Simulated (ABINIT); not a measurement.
Planning a run of ABINIT 10.8.3 on AlGaN2 (P3m1). The input:

```
acell 3*1.0 Angstrom
rprim 
  3.145282644058 -0.000000000015 0.000000000000
  -1.572641322016 2.723894671844 0.000000000000
  0.000000000000 0.000000000000 5.096893730000
ntypat 3
znucl 13 31 7
natom 4
typat 1 2 3 3
xred 
  0.000000000000 0.000000000000 0.999263770000
  0.666666666667 0.333333333333 0.497174210000
  0.666666666667 0.333333333333 0.111803640000
  0.000000000000 0.000000000000 0.628158390000
pp_dirpath "pseudos"
pseudos "Al.upf, Ga.upf, N.upf"
ecut 36
ngkpt 6 6 4
nshiftk 1
shiftk 0 0 0
kptopt 1
chksymbreak 0
nband 19
occopt 1
tolvrs 1e-10
nstep 60
prtwf 0
optforces 0
optstress 0
indata_prefix "in"
outdata_prefix "out"
tmpdata_prefix "tmp"
```

```sh
OMP_NUM_THREADS=1 mpirun -n 4 abinit run.abi > log
```

Estimate wall time and host memory on 4 MPI ranks of Arm Neoverse V1, shared host.

It took 18 s; on shared hardware allow 9.2 s to 37 s. Peak host memory was 0.31 GiB.

[Paths, hosts, dates, memory and timing lines, banners, echoed tables and standing remarks are left out of the program output.]

[Logs are printed without paths, hosts, clocks, repeated set-up lines and the standing remarks that a program may print on its own settings, such as how far it seeks lower states.]

[Runs of the session that timed out or met a known fault of the program may be left out.]

[Hosts, paths, dates, database ids (printed as entryN), source tags and the programs' standing remarks are cut or masked in the printed files.]

[G0W0 gaps are taken among the corrected bands and points alone; a level outside them can change the order at an edge.]

[Where Ansatz stands beside ABINIT at settings called matched, ABINIT's density can come from a denser mesh and the files from another edition; pairs whose starting gaps differed by over 0.03 eV were left out, so agreement reads better than it is.]
